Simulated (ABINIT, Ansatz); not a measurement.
# SiTe2 (P-3m1): from the cell to the phonon bands, part 3 of 4

How does SiTe2 (P-3m1) vibrate, and is this structure a minimum?

ABINIT 10.8.3; DFT LDA, scalar-relativistic, plane waves, HGH norm-conserving pseudopotentials.

So far. Step 2 (Relaxing the cell and atoms): The volume changes by +0.2 % from the cell with which this run began. Step 4 (Linear response at Γ): The acoustic modes at Γ come out as far as 0.5 cm⁻¹ from zero, where they should vanish, a small numerical error.

## Step 5: Modes with the sum rule

anaddb reads the merged derivatives and imposes the acoustic sum rule.

Input file anaddb.abi:

```
ddb_filepath "gamma_DDB"
output_file "anaddb.abo"
outdata_prefix "anaddb"
asr 1
chneut 1
enunit 2
eivec 1
nph1l 1
qph1l 0.0 0.0 0.0 1.0
```

Input file mrgddb.in:

```
gamma_DDB
merged
2
dfpt_gammao_DDB
gso_DDB
```

On the command line:

```sh
$ mrgddb < mrgddb.in > mrgddb.log
$ OMP_NUM_THREADS=1 anaddb anaddb.abi > anaddb.log
```

Numbers of over 12 decimals in the logs are rounded to 6 here.

anaddb.abo, the main output file:

```text
-outvars_anaddb: echo values of input variables ----------------------

 Miscellaneous information :
      enunit         2
       eivec         1
         asr         1
 First list of wavevector (reduced coord.) :
       nph1l         1
       qph1l
                     0.00000000E+00  0.00000000E+00  0.00000000E+00    1.000E+00

================================================================================

 read the DDB information and perform some checks

  ==== Info on the Cryst% object ====
 Real(R)+Recip(G) space primitive vectors, cartesian coordinates (Bohr,Bohr^-1):
 R(1)=  7.0280378  0.0000000  0.0000000  G(1)=  0.1422872  0.0821496  0.0000000
 R(2)= -3.5140189  6.0864593  0.0000000  G(2)=  0.0000000  0.1642991  0.0000000
 R(3)=  0.0000000  0.0000000 30.8025358  G(3)=  0.0000000  0.0000000  0.0324649
 Unit cell volume ucvol=  1.3176051E+03 bohr^3
 Angles (23,13,12)=  9.00000000E+01  9.00000000E+01  1.20000000E+02 degrees
 Time-reversal symmetry is present
 Reduced atomic positions [iatom, xred, symbol]:
    1)    0.0000000  0.0000000  0.5000000  Si
    2)    0.3333333  0.6666667  0.5986474  Te
    3)    0.6666667  0.3333333  0.4013526  Te

 DDB file with 3 blocks has been read.

================================================================================

 Treat the first list of vectors

  Phonon wavevector (reduced coordinates) :  0.00000  0.00000  0.00000
 Phonon energies in Hartree :
   0.000000E+00  0.000000E+00  0.000000E+00  3.836653E-04  3.836653E-04
   6.727395E-04  9.793582E-04  9.793582E-04  1.432818E-03
 Phonon energies in meV     :
-  0.000000E+00  0.000000E+00  0.000000E+00  1.044007E+01  1.044007E+01
-  1.830617E+01  2.664969E+01  2.664969E+01  3.898896E+01
 Phonon frequencies in cm-1    :
-  0.000000E+00  0.000000E+00  0.000000E+00  8.420481E+01  8.420481E+01
-  1.476493E+02  2.149443E+02  2.149443E+02  3.144672E+02
 Phonon frequencies in Thz     :
-  0.000000E+00  0.000000E+00  0.000000E+00  2.524397E+00  2.524397E+00
-  4.426413E+00  6.443867E+00  6.443867E+00  9.427489E+00
 Phonon energies in Kelvin  :
-  0.000000E+00  0.000000E+00  0.000000E+00  1.211519E+02  1.211519E+02
-  2.124343E+02  3.092569E+02  3.092569E+02  4.524481E+02

 Eigendisplacements
 (will be given, for each mode : in cartesian coordinates
   for each atom the real part of the displacement vector,
   then the imaginary part of the displacement vector - absolute values smaller than 1.0d-7 are set to zero)
  Mode number    1   Energy    0.000000E+00
 Attention : low frequency mode.
   (Could be unstable or acoustic mode)
-  1  0.00000000E+00  0.00000000E+00  1.39157871E-03
-     0.00000000E+00  0.00000000E+00  0.00000000E+00
-  2  0.00000000E+00  0.00000000E+00  1.39157871E-03
-     0.00000000E+00  0.00000000E+00  0.00000000E+00
-  3  0.00000000E+00  0.00000000E+00  1.39157871E-03
-     0.00000000E+00  0.00000000E+00  0.00000000E+00
  Mode number    2   Energy    0.000000E+00
 Attention : low frequency mode.
   (Could be unstable or acoustic mode)
-  1  0.00000000E+00  1.39158010E-03  0.00000000E+00
-     0.00000000E+00  0.00000000E+00  0.00000000E+00
-  2  0.00000000E+00  1.39157856E-03  0.00000000E+00
-     0.00000000E+00  0.00000000E+00  0.00000000E+00
-  3  0.00000000E+00  1.39157856E-03  0.00000000E+00
-     0.00000000E+00  0.00000000E+00  0.00000000E+00
  Mode number    3   Energy    0.000000E+00
 Attention : low frequency mode.
   (Could be unstable or acoustic mode)
-  1  1.39158010E-03  0.00000000E+00  0.00000000E+00
-     0.00000000E+00  0.00000000E+00  0.00000000E+00
-  2  1.39157856E-03  0.00000000E+00  0.00000000E+00
-     0.00000000E+00  0.00000000E+00  0.00000000E+00
-  3  1.39157856E-03  0.00000000E+00  0.00000000E+00
-     0.00000000E+00  0.00000000E+00  0.00000000E+00
  Mode number    4   Energy    3.836653E-04
-  1  0.00000000E+00  0.00000000E+00  0.00000000E+00
-     0.00000000E+00  0.00000000E+00  0.00000000E+00
-  2  0.00000000E+00 -1.46615408E-03  0.00000000E+00
-     0.00000000E+00  0.00000000E+00  0.00000000E+00
-  3  0.00000000E+00  1.46615408E-03  0.00000000E+00
-     0.00000000E+00  0.00000000E+00  0.00000000E+00
  Mode number    5   Energy    3.836653E-04
-  1  0.00000000E+00  0.00000000E+00  0.00000000E+00
-     0.00000000E+00  0.00000000E+00  0.00000000E+00
-  2  1.46615408E-03  0.00000000E+00  0.00000000E+00
-     0.00000000E+00  0.00000000E+00  0.00000000E+00
-  3 -1.46615408E-03  0.00000000E+00  0.00000000E+00
-     0.00000000E+00  0.00000000E+00  0.00000000E+00
  Mode number    6   Energy    6.727395E-04
;  1  0.00000000E+00  0.00000000E+00  0.00000000E+00
;     0.00000000E+00  0.00000000E+00  0.00000000E+00
;  2  0.00000000E+00  0.00000000E+00  1.46615408E-03
;     0.00000000E+00  0.00000000E+00  0.00000000E+00
;  3  0.00000000E+00  0.00000000E+00 -1.46615408E-03
;     0.00000000E+00  0.00000000E+00  0.00000000E+00
  Mode number    7   Energy    9.793582E-04
-  1  0.00000000E+00 -4.19475870E-03  0.00000000E+00
-     0.00000000E+00  0.00000000E+00  0.00000000E+00
-  2  0.00000000E+00  4.61645870E-04  0.00000000E+00
-     0.00000000E+00  0.00000000E+00  0.00000000E+00
-  3  0.00000000E+00  4.61645870E-04  0.00000000E+00
-     0.00000000E+00  0.00000000E+00  0.00000000E+00
  Mode number    8   Energy    9.793582E-04
-  1  4.19475870E-03  0.00000000E+00  0.00000000E+00
-     0.00000000E+00  0.00000000E+00  0.00000000E+00
-  2 -4.61645870E-04  0.00000000E+00  0.00000000E+00
-     0.00000000E+00  0.00000000E+00  0.00000000E+00
-  3 -4.61645870E-04  0.00000000E+00  0.00000000E+00
-     0.00000000E+00  0.00000000E+00  0.00000000E+00
  Mode number    9   Energy    1.432818E-03
;  1  0.00000000E+00  0.00000000E+00  4.19475916E-03
;     0.00000000E+00  0.00000000E+00  0.00000000E+00
;  2  0.00000000E+00  0.00000000E+00 -4.61645410E-04
;     0.00000000E+00  0.00000000E+00  0.00000000E+00
;  3  0.00000000E+00  0.00000000E+00 -4.61645410E-04
;     0.00000000E+00  0.00000000E+00  0.00000000E+00

 Analysis of degeneracies and characters (maximum tolerance=1.00E-06 a.u.)
 For each vibration mode, or group of modes if degenerate,
 the characters are given for each symmetry operation (see the list in the log file).
 Symmetry characters of vibration mode #   1
       degenerate with vibration modes #   2 to    3
  3.0 -3.0  1.0 -1.0  0.0  0.0  1.0 -1.0  0.0 -0.0  1.0 -1.0
 Symmetry characters of vibration mode #   4
        degenerate with vibration mode #   5
  2.0  2.0 -0.0 -0.0 -1.0 -1.0 -0.0 -0.0 -1.0 -1.0  0.0  0.0
 Symmetry characters of vibration mode #   6
  1.0  1.0  1.0  1.0  1.0  1.0  1.0  1.0  1.0  1.0  1.0  1.0
 Symmetry characters of vibration mode #   7
        degenerate with vibration mode #   8
  2.0 -2.0  0.0 -0.0 -1.0  1.0 -0.0  0.0 -1.0  1.0  0.0 -0.0
 Symmetry characters of vibration mode #   9
  1.0 -1.0  1.0 -1.0  1.0 -1.0  1.0 -1.0  1.0 -1.0  1.0 -1.0
-
```

The job ended after 0.49 s (1 thread of Arm Neoverse V2, shared host).

No LO-TO term; unit eigenvectors of the mass-weighted matrix, from anaddb's displacements. The modes at Γ (shares of kinetic energy by element, %):

| mode | frequency (cm⁻¹) | Si % | Te % |
| --- | --- | --- | --- |
| 1 | 0.0 | 10 | 90 |
| 2 | 0.0 | 10 | 90 |
| 3 | 0.0 | 10 | 90 |
| 4 | 84.2 | 0 | 100 |
| 5 | 84.2 | 0 | 100 |
| 6 | 147.6 | 0 | 100 |
| 7 | 214.9 | 90 | 10 |
| 8 | 214.9 | 90 | 10 |
| 9 | 314.5 | 90 | 10 |

Displacements in mode 4 (84.2 cm⁻¹), the largest set to 1:
```
Si1  0.00  0.00  0.00
Te2  0.00 -1.00  0.00
Te3  0.00  1.00  0.00
```

Displacements in mode 9 (314.5 cm⁻¹), the largest set to 1:
```
Si1  0.00  0.00  1.00
Te2  0.00  0.00 -0.11
Te3  0.00  0.00 -0.11
```

The rule moves no optical mode by more than 0.1 cm⁻¹.

## Step 6: Sum rules set otherwise (asr 0)

Without the rule the raw error of the acoustic modes shows.

anaddb.abi, as its differences from that of step 5:

```diff
@@ -3,4 +3,4 @@
 outdata_prefix "anaddb"
-asr 1
-chneut 1
+asr 0
+chneut 0
 enunit 2
```

mrgddb.in is that of step 5.

anaddb.abo, the main output file:

```text
-outvars_anaddb: echo values of input variables ----------------------

 Miscellaneous information :
      enunit         2
       eivec         1
      chneut         0
 First list of wavevector (reduced coord.) :
       nph1l         1
       qph1l
                     0.00000000E+00  0.00000000E+00  0.00000000E+00    1.000E+00

================================================================================

 read the DDB information and perform some checks

  ==== Info on the Cryst% object ====
 Real(R)+Recip(G) space primitive vectors, cartesian coordinates (Bohr,Bohr^-1):
 R(1)=  7.0280378  0.0000000  0.0000000  G(1)=  0.1422872  0.0821496  0.0000000
 R(2)= -3.5140189  6.0864593  0.0000000  G(2)=  0.0000000  0.1642991  0.0000000
 R(3)=  0.0000000  0.0000000 30.8025358  G(3)=  0.0000000  0.0000000  0.0324649
 Unit cell volume ucvol=  1.3176051E+03 bohr^3
 Angles (23,13,12)=  9.00000000E+01  9.00000000E+01  1.20000000E+02 degrees
 Time-reversal symmetry is present
 Reduced atomic positions [iatom, xred, symbol]:
    1)    0.0000000  0.0000000  0.5000000  Si
    2)    0.3333333  0.6666667  0.5986474  Te
    3)    0.6666667  0.3333333  0.4013526  Te

 DDB file with 3 blocks has been read.

================================================================================

 Treat the first list of vectors

  Phonon wavevector (reduced coordinates) :  0.00000  0.00000  0.00000
 Phonon energies in Hartree :
   9.003570E-07  9.003616E-07  2.463660E-06  3.836652E-04  3.836652E-04
   6.727441E-04  9.793624E-04  9.793624E-04  1.432820E-03
 Phonon energies in meV     :
-  2.449996E-02  2.450009E-02  6.703961E-02  1.044006E+01  1.044006E+01
-  1.830630E+01  2.664981E+01  2.664981E+01  3.898901E+01
 Phonon frequencies in cm-1    :
-  1.976055E-01  1.976065E-01  5.407110E-01  8.420478E+01  8.420478E+01
-  1.476503E+02  2.149452E+02  2.149452E+02  3.144676E+02
 Phonon frequencies in Thz     :
-  5.924065E-03  5.924095E-03  1.621011E-02  2.524396E+00  2.524396E+00
-  4.426443E+00  6.443895E+00  6.443895E+00  9.427502E+00
 Phonon energies in Kelvin  :
-  2.843103E-01  2.843117E-01  7.779624E-01  1.211519E+02  1.211519E+02
-  2.124358E+02  3.092582E+02  3.092582E+02  4.524487E+02

 Eigendisplacements
 (will be given, for each mode : in cartesian coordinates
   for each atom the real part of the displacement vector,
   then the imaginary part of the displacement vector - absolute values smaller than 1.0d-7 are set to zero)
  Mode number    1   Energy    9.003570E-07
 Attention : low frequency mode.
   (Could be unstable or acoustic mode)
-  1  0.00000000E+00  1.39156794E-03  0.00000000E+00
-     0.00000000E+00  0.00000000E+00  0.00000000E+00
-  2  0.00000000E+00  1.39157990E-03  0.00000000E+00
-     0.00000000E+00  0.00000000E+00  0.00000000E+00
-  3  0.00000000E+00  1.39157990E-03  0.00000000E+00
-     0.00000000E+00  0.00000000E+00  0.00000000E+00
  Mode number    2   Energy    9.003616E-07
 Attention : low frequency mode.
   (Could be unstable or acoustic mode)
-  1  1.39156794E-03  0.00000000E+00  0.00000000E+00
-     0.00000000E+00  0.00000000E+00  0.00000000E+00
-  2  1.39157990E-03  0.00000000E+00  0.00000000E+00
-     0.00000000E+00  0.00000000E+00  0.00000000E+00
-  3  1.39157990E-03  0.00000000E+00  0.00000000E+00
-     0.00000000E+00  0.00000000E+00  0.00000000E+00
  Mode number    3   Energy    2.463660E-06
 Attention : low frequency mode.
   (Could be unstable or acoustic mode)
;  1  0.00000000E+00  0.00000000E+00  1.39157918E-03
;     0.00000000E+00  0.00000000E+00  0.00000000E+00
;  2  0.00000000E+00  0.00000000E+00  1.39157866E-03
;     0.00000000E+00  0.00000000E+00  0.00000000E+00
;  3  0.00000000E+00  0.00000000E+00  1.39157866E-03
;     0.00000000E+00  0.00000000E+00  0.00000000E+00
  Mode number    4   Energy    3.836652E-04
-  1  0.00000000E+00  0.00000000E+00  0.00000000E+00
-     0.00000000E+00  0.00000000E+00  0.00000000E+00
-  2  0.00000000E+00  1.46615408E-03  0.00000000E+00
-     0.00000000E+00  0.00000000E+00  0.00000000E+00
-  3  0.00000000E+00 -1.46615408E-03  0.00000000E+00
-     0.00000000E+00  0.00000000E+00  0.00000000E+00
  Mode number    5   Energy    3.836652E-04
-  1  0.00000000E+00  0.00000000E+00  0.00000000E+00
-     0.00000000E+00  0.00000000E+00  0.00000000E+00
-  2  1.46615408E-03  0.00000000E+00  0.00000000E+00
-     0.00000000E+00  0.00000000E+00  0.00000000E+00
-  3 -1.46615408E-03  0.00000000E+00  0.00000000E+00
-     0.00000000E+00  0.00000000E+00  0.00000000E+00
  Mode number    6   Energy    6.727441E-04
;  1  0.00000000E+00  0.00000000E+00  0.00000000E+00
;     0.00000000E+00  0.00000000E+00  0.00000000E+00
;  2  0.00000000E+00  0.00000000E+00  1.46615408E-03
;     0.00000000E+00  0.00000000E+00  0.00000000E+00
;  3  0.00000000E+00  0.00000000E+00 -1.46615408E-03
;     0.00000000E+00  0.00000000E+00  0.00000000E+00
  Mode number    7   Energy    9.793624E-04
-  1  0.00000000E+00 -4.19476274E-03  0.00000000E+00
-     0.00000000E+00  0.00000000E+00  0.00000000E+00
-  2  0.00000000E+00  4.61641834E-04  0.00000000E+00
-     0.00000000E+00  0.00000000E+00  0.00000000E+00
-  3  0.00000000E+00  4.61641834E-04  0.00000000E+00
-     0.00000000E+00  0.00000000E+00  0.00000000E+00
  Mode number    8   Energy    9.793624E-04
-  1  4.19476274E-03  0.00000000E+00  0.00000000E+00
-     0.00000000E+00  0.00000000E+00  0.00000000E+00
-  2 -4.61641834E-04  0.00000000E+00  0.00000000E+00
-     0.00000000E+00  0.00000000E+00  0.00000000E+00
-  3 -4.61641834E-04  0.00000000E+00  0.00000000E+00
-     0.00000000E+00  0.00000000E+00  0.00000000E+00
  Mode number    9   Energy    1.432820E-03
;  1  0.00000000E+00  0.00000000E+00  4.19475901E-03
;     0.00000000E+00  0.00000000E+00  0.00000000E+00
;  2  0.00000000E+00  0.00000000E+00 -4.61645566E-04
;     0.00000000E+00  0.00000000E+00  0.00000000E+00
;  3  0.00000000E+00  0.00000000E+00 -4.61645566E-04
;     0.00000000E+00  0.00000000E+00  0.00000000E+00

 Analysis of degeneracies and characters (maximum tolerance=1.00E-06 a.u.)
 For each vibration mode, or group of modes if degenerate,
 the characters are given for each symmetry operation (see the list in the log file).
 Symmetry characters of vibration mode #   1
        degenerate with vibration mode #   2
  2.0 -2.0  0.0 -0.0 -1.0  1.0  0.0  0.0 -1.0  1.0  0.0 -0.0
 Symmetry characters of vibration mode #   3
  1.0 -1.0  1.0 -1.0  1.0 -1.0  1.0 -1.0  1.0 -1.0  1.0 -1.0
 Symmetry characters of vibration mode #   4
        degenerate with vibration mode #   5
  2.0  2.0 -0.0 -0.0 -1.0 -1.0  0.0  0.0 -1.0 -1.0 -0.0 -0.0
 Symmetry characters of vibration mode #   6
  1.0  1.0  1.0  1.0  1.0  1.0  1.0  1.0  1.0  1.0  1.0  1.0
 Symmetry characters of vibration mode #   7
        degenerate with vibration mode #   8
  2.0 -2.0 -0.0  0.0 -1.0  1.0 -0.0  0.0 -1.0  1.0  0.0 -0.0
 Symmetry characters of vibration mode #   9
  1.0 -1.0  1.0 -1.0  1.0 -1.0  1.0 -1.0  1.0 -1.0  1.0 -1.0
-
```

Wall time 0.48 s (1 thread).

Zone-centre frequencies as printed; negative means imaginary. Modes:

| mode | frequency (cm⁻¹) |
| --- | --- |
| 1 | 0.2 |
| 2 | 0.2 |
| 3 | 0.54 |
| 4 | 84.2 |
| 5 | 84.2 |
| 6 | 147.7 |
| 7 | 214.9 |
| 8 | 214.9 |
| 9 | 314.5 |

## Step 7: Linear response on the mesh

Linear response treats each wavevector in the unit cell, with no supercell; the 3×3×1 mesh fixes the range of the force constants to be had.

Input file dfpt_q.abi:

```
ndtset 2

# wavevectors
qpt1 0.3333333333 0.0 0.0
qpt2 0.3333333333 0.3333333333 0.0

# displacements
getwfk_filepath "gso_WFK"
getwfq_filepath "gso_WFK"
kptopt 3
nqpt 1
rfphon 1
rfatpol 1 3
rfdir 1 1 1
tolvrs 1.0d-10
prtwf 0

# basis, mesh and filling
ecut 20.0
ixc 7
ngkpt 9 9 1
nshiftk 1
shiftk 0.0 0.0 0.0
istwfk *1
occopt 7
tsmear 0.01
nband 14
nstep 100
diemac 1000000.0
prtebands 0
prtgsr 0
useylm 1

# cell and atoms
acell 7.028037792 7.028037792 30.80253583
rprim 
    1.0 0.0 0.0
    -0.5 0.8660254038 0.0
    0.0 0.0 1.0
ntypat 2
znucl 14 52
natom 3
typat 1 2 2
xred 
    0.0 0.0 0.5
    1/3 2/3 0.5986474246
    2/3 1/3 0.4013525754
pp_dirpath "./pseudo"
pseudos "Si.hgh, Te.hgh"
```

On the command line:

```sh
$ OMP_NUM_THREADS=1 mpirun -n 4 abinit dfpt_q.abi > dfpt_q.log
```

dfpt_q.abo, the main output file:

```text
[banners, grids, parts of the stress and lines that vanish by symmetry left out]
- input  file    -> dfpt_q.abi
- output file    -> dfpt_q.abo
- root for input  files -> dfpt_qi
[...]
DATASET    1 : space group P-3 m 1 (#164); Bravais hP (primitive hexag.)
[...]
nfft =      115200          nkpt =          81
[...]
DATASET    2 : space group P-3 m 1 (#164); Bravais hP (primitive hexag.)
[...]
nfft =      115200          nkpt =          81
[...]
== DATASET  1 ==================================================================
[...]
cutoff_energies: {ecut:  20.0, pawecutdg:  -1.0, }
[...]
Exchange-correlation functional for the present dataset will be:
  LDA: Perdew-Wang 92 LSD fit to Ceperley-Alder data - ixc=7
[...]
Perturbation : displacement of atom   1   along direction   1
[...]
-ETOT  1   426.90116806030      3.397E+02 6.621E+00 3.344E+06
 ETOT  2   9.070105     -4.178E+02 1.982E+00 2.018E+04
 ETOT  3   5.401102     -3.669E+00 1.057E-01 1.477E+04
 ETOT  4   3.999160     -1.402E+00 2.804E-02 1.413E+03
 ETOT  5   3.910154     -8.901E-02 8.901E-03 3.821E+02
[...]
At SCF step   25       vres2   =  7.16E-11 < tolvrs=  1.00E-10 =>converged.
[...]
Perturbation : displacement of atom   1   along direction   2
[...]
-ETOT  1   19.220632752365     -5.201E+01 2.239E+00 3.084E+04
[...]
At SCF step   15       vres2   =  4.25E-11 < tolvrs=  1.00E-10 =>converged.
[...]
Perturbation : displacement of atom   1   along direction   3
[...]
-ETOT  1   2917.8555310575      1.373E+03 3.845E+01 1.453E+07
[...]
At SCF step   26       vres2   =  7.12E-11 < tolvrs=  1.00E-10 =>converged.
[...]
Perturbation : displacement of atom   2   along direction   1
[...]
-ETOT  1   921.72116625874      7.159E+02 5.289E+00 7.127E+06
[...]
At SCF step   30       vres2   =  2.79E-11 < tolvrs=  1.00E-10 =>converged.
[...]
Perturbation : displacement of atom   2   along direction   2
[...]
-ETOT  1   27.893964249394     -1.420E+02 8.830E-01 4.928E+04
[...]
Perturbation : displacement of atom   2   along direction   3
[...]
-ETOT  1   5461.7640194020      1.765E+03 4.200E+01 3.140E+07
[...]
Phonon wavevector (reduced coordinates) :  0.33333  0.00000  0.00000
 Phonon energies in Hartree :
[...]
Phonon frequencies in cm-1    :
-  4.538780E+01  5.208566E+01  8.288862E+01  9.050680E+01  1.161900E+02
-  1.279960E+02  2.302173E+02  2.503319E+02  2.998306E+02
[...]
== DATASET  2 ==================================================================
[...]
cutoff_energies: {ecut:  20.0, pawecutdg:  -1.0, }
[...]
Exchange-correlation functional for the present dataset will be:
  LDA: Perdew-Wang 92 LSD fit to Ceperley-Alder data - ixc=7
[...]
Perturbation : displacement of atom   1   along direction   1
[...]
-ETOT  1   114.22181051979      3.020E+01 5.295E+00 3.796E+05
[...]
Perturbation : displacement of atom   1   along direction   3
[...]
-ETOT  1   873.19790491499     -5.893E+02 6.609E+01 2.152E+06
[...]
Perturbation : displacement of atom   2   along direction   1
[...]
-ETOT  1   224.03587727313      2.539E+01 1.620E+00 7.370E+05
[...]
At SCF step   19       vres2   =  2.81E-11 < tolvrs=  1.00E-10 =>converged.
[...]
Perturbation : displacement of atom   2   along direction   3
[...]
-ETOT  1   1300.9138587117     -2.210E+03 4.103E+01 3.306E+06
[...]
ETOT 18   60.718716163608      1.228E-10 8.074E-11 1.990E-10
 ETOT 19   60.718716163459     -1.492E-10 7.598E-11 4.521E-11
 At SCF step   19       vres2   =  4.52E-11 < tolvrs=  1.00E-10 =>converged.
[...]
Phonon wavevector (reduced coordinates) :  0.33333  0.33333  0.00000
 Phonon energies in Hartree :
[...]
Phonon frequencies in cm-1    :
-  5.827287E+01  1.032560E+02  1.054008E+02  1.054008E+02  1.073090E+02
-  1.073090E+02  2.242950E+02  2.790120E+02  2.790120E+02
[...]
strten1     0.0000000000E+00  0.0000000000E+00  0.0000000000E+00
           strten2     0.0000000000E+00  0.0000000000E+00  0.0000000000E+00
================================================================================
```

It took 13 min on 4 MPI ranks.

Read from the output:

```yaml
lowest_mode_on_the_q_mesh_acoustic_ones_at_the_zone_centre_apart: 45.39 cm⁻¹
```

Frequencies (cm⁻¹) before the sum rule at the irreducible wavevectors but Γ, which is solved apart; negative means imaginary. Frequencies by wavevector:

| q (fractions) | star | mode 1 | mode 2 | mode 3 | mode 4 | mode 5 | mode 6 | mode 7 | mode 8 | mode 9 |
| --- | --- | --- | --- | --- | --- | --- | --- | --- | --- | --- |
| 0.3333 0 0 | 6 | 45.39 | 52.09 | 82.89 | 90.51 | 116.2 | 128 | 230.2 | 250.3 | 299.8 |
| 0.3333 0.3333 0 | 2 | 58.27 | 103.3 | 105.4 | 105.4 | 107.3 | 107.3 | 224.3 | 279 | 279 |

(Part 3 of 4 ends here.)

[Host names and launcher messages were left out of these logs when they were recorded.]

[Logs are printed without paths, hosts, clocks, repeated set-up lines and the standing remarks that a program may print on its own settings, such as how far it seeks lower states.]

[Hosts, paths, dates, database ids (printed as entryN), source tags and the programs' standing remarks are cut or masked in the printed files.]
